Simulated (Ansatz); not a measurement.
## Dielectric function and optical constants of HfSiO4 (Hafnon): ground state and bands

Ansatz 0.2.0; DFT, PBE, plane-wave PAW, default files, scalar-relativistic, ground state.

First the ground state: is it a metal or has it a gap?

Input file input.yaml:

```yaml
crystal:
  lattice:
    - [-3.28625, 3.28625, 2.9816]
    - [3.28625, -3.28625, 2.9816]
    - [3.28625, 3.28625, -2.9816]
  atoms:
    - { symbol: Hf, position: [0.0, 0.0, 0.0] }
    - { symbol: Hf, position: [0.75, 0.25, 0.5] }
    - { symbol: Si, position: [0.5, 0.5, 0.0] }
    - { symbol: Si, position: [0.25, 0.75, 0.5] }
    - { symbol: O, position: [0.6802, 0.4957, 0.8155] }
    - { symbol: O, position: [0.2457, 0.9302, 0.3155] }
    - { symbol: O, position: [0.6802, 0.8647, 0.1845] }
    - { symbol: O, position: [0.6147, 0.9302, 0.6845] }
    - { symbol: O, position: [0.0698, 0.3853, 0.3155] }
    - { symbol: O, position: [0.5043, 0.3198, 0.1845] }
    - { symbol: O, position: [0.0698, 0.7543, 0.6845] }
    - { symbol: O, position: [0.1353, 0.3198, 0.8155] }
kpoints:
  mp_grid: { grid: [5, 5, 5] }
  band_path:
    path:
      - [[0.0, 0.0, 0.0], [0.0, 0.0, 0.5], [-0.5, 0.5, 0.5], [0.0, 0.0, 0.0], [0.4557963, 0.4557963, -0.4557963], [0.25, 0.25, 0.25], [0.0, 0.5, 0.0], [-0.4557963, 0.5442037, 0.4557963], [-0.5, 0.5, 0.5]]
      - [[0.0, 0.0, 0.5], [0.25, 0.25, 0.25]]
    npoints: 6
scf:
  occupations: { method: fermi_dirac, width: 0.05 }
  n_extra_bands: 16
hamiltonian:
  xc: pbe
  pseudopotentials: { kind: paw }
output:
  forces: true
  stress: true
  populations: true
  write_bands: true
```

Launch:

```console
> ansatz run input.yaml --threads 4 --pin off --max-ram 8192MiB --backend cpu --events-out ev --progress --plain --runs-dir out
```

Q: Predict the electronic bands.

The 108 valence electrons fill 54 bands exactly, which allows a gap.

Read-outs, printed or worked out from the files:

```
gap on the k-mesh            : 5.459 eV
volume                       : 128.8 Å³
gap on the path              : 5.449 eV
least direct gap on the path : 5.829 eV
```

The electronic bands at the labelled points (eV, zero at the Fermi level; v1 is the highest filled band, c1 the lowest empty one):

| point | v4 | v3 | v2 | v1 | c1 | c2 | c3 | c4 |
| --- | --- | --- | --- | --- | --- | --- | --- | --- |
| Γ | -3.25 | -3.25 | -3.24 | -2.69 | 3.15 | 3.42 | 3.56 | 3.61 |
| halfway | -3.52 | -3.40 | -3.25 | -2.93 | 2.96 | 3.02 | 3.53 | 3.59 |
| X | -3.60 | -3.60 | -3.27 | -3.27 | 2.78 | 2.78 | 3.89 | 3.89 |
| halfway | -3.76 | -3.76 | -3.43 | -3.43 | 3.18 | 3.18 | 4.00 | 4.00 |
| M | -3.77 | -3.77 | -3.55 | -3.55 | 3.62 | 3.62 | 4.00 | 4.00 |
| halfway | -3.56 | -3.43 | -3.27 | -3.24 | 3.08 | 3.12 | 3.52 | 3.91 |
| Γ | -3.25 | -3.25 | -3.24 | -2.69 | 3.15 | 3.42 | 3.56 | 3.61 |
| halfway | -3.61 | -2.97 | -2.97 | -2.87 | 3.22 | 3.73 | 3.81 | 3.81 |
| Z | -3.71 | -3.71 | -3.50 | -3.50 | 3.53 | 3.70 | 3.90 | 4.11 |
| halfway | -3.67 | -3.32 | -3.27 | -3.17 | 3.03 | 3.27 | 3.98 | 3.98 |
| P | -3.81 | -3.81 | -3.19 | -3.19 | 2.78 | 2.78 | 4.12 | 4.12 |
| halfway | -3.69 | -3.45 | -3.17 | -3.00 | 2.85 | 3.02 | 4.01 | 4.09 |
| N | -3.62 | -3.51 | -2.95 | -2.88 | 3.04 | 3.19 | 3.94 | 4.12 |
| halfway | -3.68 | -3.33 | -3.31 | -3.05 | 3.20 | 3.50 | 3.92 | 4.01 |
| Z1 | -3.71 | -3.71 | -3.50 | -3.50 | 3.53 | 3.70 | 3.90 | 4.11 |
| halfway | -3.75 | -3.75 | -3.54 | -3.54 | 3.57 | 3.66 | 3.94 | 4.07 |
| M | -3.77 | -3.77 | -3.55 | -3.55 | 3.62 | 3.62 | 4.00 | 4.00 |
| jump to X | -3.60 | -3.60 | -3.27 | -3.27 | 2.78 | 2.78 | 3.89 | 3.89 |
| halfway | -3.65 | -3.65 | -3.22 | -3.22 | 2.77 | 2.77 | 4.01 | 4.01 |
| P | -3.81 | -3.81 | -3.19 | -3.19 | 2.78 | 2.78 | 4.12 | 4.12 |

[Logs are printed without paths, hosts, clocks, repeated set-up lines and the standing remarks that a program may print on its own settings, such as how far it seeks lower states.]

[Hosts, paths, dates, database ids (printed as entryN), source tags and the programs' standing remarks are cut or masked in the printed files.]
